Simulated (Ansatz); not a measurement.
## Sensitivity of the G0W0 gap of LiPS3 (C2/m)

Aim: change settings of a G0W0 run on LiPS3 (C2/m) and see what moves.

Program: Ansatz 0.2.0. Level of theory: G0W0 on PBE, plane waves, PAW; PAW set soft_1. Results are calculated unless marked as measured.

### Step 1. The structure

The structure is monoclinic, space group C2/m (No. 12). The conventional cell has a = 11.116 Å, b = 7.007 Å, c = 6.525 Å, α = 90.00°, β = 125.57°, γ = 90.00°. Li has 4 S at 2.54 to 2.58 Å nearest. P has 4 S at 1.99 to 2.15 Å nearest. Nearest to S lie 2 P at 2.15 Å. Nearest to S lie 1 P at 2.01 Å and 2 Li at 2.58 Å. S has 1 P at 1.99 Å and 2 Li at 2.54 Å nearest. Farther neighbours and most contacts between anions are not listed.

Geometry: measured cell, ions relaxed with PBE. The runs that relaxed it are not among those shown.

### Step 2. The base run: 2×2×2 mesh, 165 empty bands, screening to 50 eV, PAW set soft_1 files

Now the one-shot GW correction: screening in the RPA, then the self-energy of the levels asked for. This step takes PAW set soft_1 files.

input.yaml reads:

```yaml
crystal:
  lattice:
    - [5.5578, -3.5035, 0.0]
    - [5.5578, 3.5035, 0.0]
    - [-3.7957895619, 0.0, 5.3074392707]
  atoms:
    - { symbol: Li, position: [0.7591184309, 0.2408815691, 0.0] }
    - { symbol: Li, position: [0.2408815691, 0.7591184309, 0.0] }
    - { symbol: P, position: [0.1535229576, 0.1535229576, 0.5780140654] }
    - { symbol: P, position: [0.8464770424, 0.8464770424, 0.4219859346] }
    - { symbol: S, position: [0.2240344925, 0.7759655075, 0.5] }
    - { symbol: S, position: [0.7759655075, 0.2240344925, 0.5] }
    - { symbol: S, position: [0.197106774, 0.197106774, 0.3187113102] }
    - { symbol: S, position: [0.802893226, 0.802893226, 0.6812886898] }
    - { symbol: S, position: [0.3227742362, 0.3227742362, 0.940813349] }
    - { symbol: S, position: [0.6772257638, 0.6772257638, 0.059186651] }
kpoints:
  mp_grid: { grid: [2, 2, 2] }
hamiltonian:
  xc: pbe
  pseudopotentials: { kind: paw, azcp: { folder: soft_1 } }
scf:
  occupations: { method: fixed }
gw:
  n_empty_bands: 165
  ecut_chi: 50
  qp_bands: [v3, c3]
  qp_kpoints: band_edges
  screening: { model: contour_deformation }
```

Launch:

```bash
> ansatz run input.yaml --threads 2 --pin off --max-ram 92160MiB --backend cuda --events-out ev --progress --plain --runs-dir out --devices 1 --max-vram 13GiB
```

Numbers of over 12 decimals in the logs are rounded to 6 here.

The program printed:

```text
GPUs: using 1 of 1 available (devices: 1).
Engine: ansatz 0.2.0, x86_64-unknown-linux-gnu
Pseudopotentials: kind: paw
Pseudopotential: Li, paw, valence charge 3, recommended cutoff 420 eV (normal), soft_1/Li.paw.azcp
Pseudopotential: P, paw, valence charge 5, recommended cutoff 420 eV (normal), soft_1/P.paw.azcp
Pseudopotential: S, paw, valence charge 6, recommended cutoff 420 eV (normal), soft_1/S.paw.azcp
Functional definition: PBE
  parameter kappa = 0.804
  parameter beta = 0.066725
  exchange = pbe_x(kappa = kappa, mu = beta*pi^2/3)
  correlation = pbe_c(beta = beta)
device memory: the entry about to start is reckoned to put 1.9 GiB on a device that reports 40.8 GiB free (of which the cap on the GPU budget leaves the run 13.0 GiB)
GPU FFT provider: cuFFT
GPU libraries: cuBLAS 13.8.2, cuFFT 12.4.0, cuSOLVER 12.3.4
Crystal: 10 atoms, lattice volume = 206.690 Å³
Basis set: ecut = 420 eV, 3981 PW (Γ)
Bands: 36, of which v1, the nominal top of the filled ones, is band 26 counted from 1 (25 counted from 0)
Symmetry: 4 space group operations
Space group: C2/m (ITA 12), of the structure as read, at distance tolerance 5.9e-5 Å
k-points: 6 of 8
Non-local potential: Li, projectors of the file, l = 0: 3, l = 1: 2, l = 2: 1
Non-local potential: P, projectors of the file, l = 0: 2, l = 1: 2, l = 2: 1
Non-local potential: S, projectors of the file, l = 0: 2, l = 1: 2, l = 2: 1
PAW form: soft (Blöchl's): semilocal exchange-correlation on the pseudo side does not see the compensation charge
PAW one-centre angular grid: Li, 110 points (default); XC on 96 Gauss nodes
PAW one-centre angular grid: P, 110 points (default); XC on 64 Gauss nodes
PAW one-centre angular grid: S, 110 points (default); XC on 64 Gauss nodes
Initial density: superposition of atomic densities (chi_scale 0.1, normalization cell, long waves kept (reshape's long-wave potential 0.03 eV rms))
Initial wavefunctions: pseudopotential atomic-orbital guess
GPU buffer pool allocated for 91125 grid points (all kernels)
GPU transforms: local potential and band sums: pruned to the plane-wave sphere, on 45×45×45
Functional: x = pbe(κ = 0.804, μ = 0.219515), c = pbe(β = 0.066725)
SCF iter   1: F=—  HF=-7340.619630 eV  |F-HF|=—  |Δ(HF+E_count)|=         —  Δρ=4.46e-2  dr2=6.24e0  ethr=3.10e-3  ⟨swp⟩=5.2  Hψ=1047  notcnv=0  defer=42
preconditioner: auto → Resta (q_TF=auto, 2.168 Å⁻¹)  ε∞=4.0  [insulator: Δε(μ)=2.622 eV  Ē_g=10.392 eV  n_scr=34 (ndim 8)  ℏωp=17.9 eV  f_vac=0.000  ε∞_Penn≈4.0]
SCF iter   2: F=—  HF=-7339.077976 eV  |F-HF|=—  |Δ(HF+E_count)|=    1.54e0  Δρ=2.23e-2  dr2=1.25e0  ethr=3.10e-3  ⟨swp⟩=3.0  Hψ=417  notcnv=0  defer=38
SCF iter   3: F=—  HF=-7338.759098 eV  |F-HF|=—  |Δ(HF+E_count)|=   3.19e-1  Δρ=5.22e-3  dr2=8.02e-2  ethr=2.40e-3  ⟨swp⟩=3.7  Hψ=351  notcnv=0  defer=46
[...]
NSCF: frozen V_eff on 1 k-points
device memory: the entry about to start is reckoned to put 0.8 GiB on a device that reports 39.6 GiB free (of which the cap on the GPU budget leaves the run 13.0 GiB)
NSCF: frozen V_eff on 1 k-points
SCF converged after 9 iterations
Free energy (F): -7338.756914 eV
Harris-Foulkes:  -7338.756914 eV  (|F-HF|=7.02e-9)
Internal energy: -7338.756914 eV  (E = F + TS)
E sigma→0 (E₀):  -7338.756914 eV
Fermi energy:    3.829026 eV
--- Per-component energies (eV) ---
  E_band       = -259.818621
  E_kinetic    = 810.510146
  E_local      = -1404.466832  (includes V_loc(G=0)·N_el)
  E_nonlocal   = 230.144024
  E_hartree    = 427.492773
  E_xc         = -698.474842
  E_vxc        = -642.851954  (∫ρ·V_xc dr)
  E_paw        = -4815.158393  (= ΣΔE_a)
  E_vpaw       = -108.139070  (= ΣTr[D̂ρ^β])
  E_aug_tail   = 0.000510  (compensation charges beyond the density's cutoff)
  E_ewald      = -1888.804300
  E_smearing   = -0.000000  (= −TS)
  E_closure    = 0.000000  (closes the sum)
  Σ components = -7338.756914   (vs F -7338.756914, Δ=0.00e0)
--- Band table (eV; the first three rows and the last of 6) ---
  k-point 0: bands = [... 22 lower, 3.0333, 3.3005, 3.3950, 3.8290, 5.9411, 6.4922, 6.7897, 7.6491, ... 6 higher]
  k-point 1: bands = [... 22 lower, 3.0962, 3.1006, 3.1282, 3.1358, 5.5516, 6.4368, 6.5952, 7.7750, ... 6 higher]
  k-point 2: bands = [... 22 lower, 2.7932, 3.0971, 3.2192, 3.3284, 5.7719, 6.7121, 6.9472, 7.6095, ... 6 higher]
  k-point 5: bands = [... 22 lower, 3.0947, 3.1070, 3.1576, 3.3236, 6.2691, 6.5589, 7.3020, 7.6369, ... 6 higher]
--- G₀W₀: contour deformation, 6 samples at zero and on the imaginary axis and 1 off it, 8 q-points, 165 empty bands' worth ---
  eigenvalues of the whole cell's RPA ε∞ on this k-mesh (on a slab, of 1 + 4πα/V) = 4.6267, 4.9315, 6.4310; static W/v taken at q = 0 is 0.189165
  gw.qp_kpoints: band_edges: 6 of 6 stored k-points solved, in 1 pass; an edge of the gap read off the rows below is read off those points alone
    ik  band        ε_KS         Σx   Σc(E_QP)       V_xc       Z   E_QP_lin       E_QP  E_QP is
     0    24      3.3005   -18.1144     2.4941   -15.3003  0.7511     2.9785     2.9805  root
     0    25      3.3950   -17.7771     2.4627   -14.9670  0.7500     3.0451     3.0475  root
     0    26      3.8290   -18.4675     2.6725   -15.4405  0.7521     3.4721     3.4745  root
     0    27      5.9411   -10.1780    -3.6022   -14.7616  0.7584     6.9471     6.9225  root
     0    28      6.4922    -9.1113    -3.5658   -13.6042  0.7693     7.4378     7.4192  root
     0    29      6.7897   -10.2231    -4.0026   -15.3137  0.7679     7.9054     7.8776  root
     1    24      3.1006   -17.8708     2.8247   -14.5900  0.7421     2.6394     2.6446  root
     1    25      3.1282   -17.8922     2.6136   -14.9008  0.7477     2.7474     2.7505  root
[...]
5    26      3.3236   -18.2382     2.7758   -15.0661  0.7478     2.9239     2.9272  root
     5    27      6.2691    -9.8887    -3.7799   -14.6897  0.7564     7.3199     7.2902  root
     5    28      6.5589    -8.8228    -3.7217   -13.4805  0.7743     7.5130     7.4950  root
     5    29      7.3020    -9.2298    -3.8291   -14.0684  0.7585     8.3401     8.3115  root
```

Wall time 6.4 s (1 × NVIDIA H100 80GB HBM3 (shared by 6 runs) with 2 threads of AMD EPYC 7R13 (Zen 3), shared host); peak memory 1.1 GiB; 6.3 s of CPU time.

This step gave:

* bands summed: 191
* RPA ε∞ on this mesh (eigenvalues): 4.627, 4.932, 6.431
* plane waves in the screening matrix: 171
* q-points in the mesh: 8
* G0W0 gap on the mesh: 3.054 eV
* k of the valence top: 0, 0, 0
* k of the conduction bottom: 0, 0, -0.5
* starting gap on the mesh: 1.723 eV
* Z at the valence top: 0.7521
* Z at the conduction bottom: 0.7640
* least direct G0W0 gap on the computed points: 3.448 eV

The gap on the mesh goes from 1.72 eV to 3.05 eV, a correction of +1.33 eV. Between the two edge states, bare exchange in place of the xc potential would open the gap by 7.70 eV, and correlation takes back 6.37 eV.

### Step 3. Variant: fewer bands

input.yaml, as its differences from that of step 2:

```diff
@@ -24,4 +24,4 @@
 gw:
-  n_empty_bands: 165
-  ecut_chi: 50
+  n_empty_bands: 93
+  ecut_chi: 60
   qp_bands: [v3, c3]
```

The program printed:

```text
GPUs: using 1 of 1 available (devices: 1).
[...]
GPU FFT provider: cuFFT
GPU libraries: cuBLAS 13.8.2, cuFFT 12.4.0, cuSOLVER 12.3.4
Crystal: 10 atoms, lattice volume = 206.690 Å³
Basis set: ecut = 420 eV, 3981 PW (Γ)
Bands: 36, of which v1, the nominal top of the filled ones, is band 26 counted from 1 (25 counted from 0)
[... 1 set-up line as in the run before ...]
[...]
k-points: 6 of 8
[...]
GPU buffer pool allocated for 91125 grid points (all kernels)
[...]
SCF iter   1: F=—  HF=-7340.619630 eV  |F-HF|=—  |Δ(HF+E_count)|=         —  Δρ=4.46e-2  dr2=6.24e0  ethr=3.10e-3  ⟨swp⟩=5.2  Hψ=1047  notcnv=0  defer=42
[...]
SCF iter   9: F=-7338.756914 eV  HF=-7338.756914 eV  |F-HF|=7.02e-9  |Δ(HF+E_count)|=   1.82e-7  Δρ=1.93e-6  dr2=1.12e-8  ethr=1.92e-10  ⟨swp⟩=16.7  Hψ=1257  notcnv=0
SCF 1 converged in 9 iterations: F = -7338.756914 eV  dr2 = 1.12e-8
[...]
NSCF: frozen V_eff on 6 k-points
[...]
G₀W₀ screening: q 1/6
[... further progress lines ...]
[...]
SCF converged after 9 iterations
Free energy (F): -7338.756914 eV
[...]
Internal energy: -7338.756914 eV  (E = F + TS)
E sigma→0 (E₀):  -7338.756914 eV
Fermi energy:    3.829026 eV
[...]
--- Band table (eV; the first three rows and the last of 6) ---
  k-point 0: bands = [... 22 lower, 3.0333, 3.3005, 3.3950, 3.8290, 5.9411, 6.4922, 6.7897, 7.6491, ... 6 higher]
  k-point 1: bands = [... 22 lower, 3.0962, 3.1006, 3.1282, 3.1358, 5.5516, 6.4368, 6.5952, 7.7750, ... 6 higher]
  k-point 2: bands = [... 22 lower, 2.7932, 3.0971, 3.2192, 3.3284, 5.7719, 6.7121, 6.9472, 7.6095, ... 6 higher]
  k-point 5: bands = [... 22 lower, 3.0947, 3.1070, 3.1576, 3.3236, 6.2691, 6.5589, 7.3020, 7.6369, ... 6 higher]
[...]
0    24      3.3005   -18.1144     2.6374   -15.3003  0.7501     3.1232     3.1238  root
     0    25      3.3950   -17.7771     2.6065   -14.9670  0.7490     3.1906     3.1914  root
     0    26      3.8290   -18.4675     2.8134   -15.4405  0.7508     3.6145     3.6154  root
     0    27      5.9411   -10.1780    -3.4187   -14.7616  0.7580     7.1451     7.1060  root
     0    28      6.4922    -9.1113    -3.3658   -13.6042  0.7697     7.6475     7.6193  root
     0    29      6.7897   -10.2231    -3.8107   -15.3137  0.7677     8.1114     8.0696  root
     1    24      3.1006   -17.8708     2.9663   -14.5900  0.7409     2.7838     2.7862  root
     1    25      3.1282   -17.8922     2.7569   -14.9008  0.7467     2.8926     2.8938  root
[...]
5    26      3.3236   -18.2382     2.9138   -15.0661  0.7467     3.0639     3.0653  root
     5    27      6.2691    -9.8887    -3.5969   -14.6897  0.7561     7.5194     7.4732  root
     5    28      6.5589    -8.8228    -3.5265   -13.4805  0.7747     7.7180     7.6901  root
     5    29      7.3020    -9.2298    -3.6341   -14.0684  0.7588     8.5499     8.5066  root
```

Run time: 7.9 s. Hardware: 1 × NVIDIA H100 80GB HBM3 (shared by 6 runs) with 2 threads; peak memory 1.1 GiB; 8.2 s of CPU time.

Against the base:

```
              setting  base  variant
          empty bands   165       93
screening cutoff (eV)    50       60
```

```
                                    quantity  variant   base
                    starting gap on the mesh    1.723  1.723
                        G0W0 gap on the mesh    3.103  3.054
least direct G0W0 gap on the computed points    3.491  3.448
                        Z at the valence top    0.751  0.752
                  Z at the conduction bottom    0.764  0.764
```

### Step 4. What came out

- base: 3.05 eV, 6.4 s
- fewer bands: 3.10 eV, 7.9 s

In words: Fewer bands: the gap moves by +0.05 eV; such settings are too crude to quote. The variant differs from the base in empty bands and screening cutoff together, so the change can't be laid to one of them. All runs here use a coarse mesh and modest cutoffs; they test settings and are not final values. The 2×2×2 mesh is coarse for this cell (its supercell is 13 Å along the shortest edge). The RPA ε∞ on it, from the PBE start, is 4.63, 4.93 and 6.43; such meshes misread the long-range screening, most where the gap is narrow.

[Paths, hosts, dates, memory and timing lines, banners, echoed tables and standing remarks are left out of the program output.]

[Logs are printed without paths, hosts, clocks, repeated set-up lines and the standing remarks that a program may print on its own settings, such as how far it seeks lower states.]

[Runs of the session that timed out or met a known fault of the program may be left out.]

[Cells called generated may have been cut or substituted from an entry of the Crystallography Open Database or the Materials Project.]

[Hosts, paths, dates, database ids (printed as entryN), source tags and the programs' standing remarks are cut or masked in the printed files.]
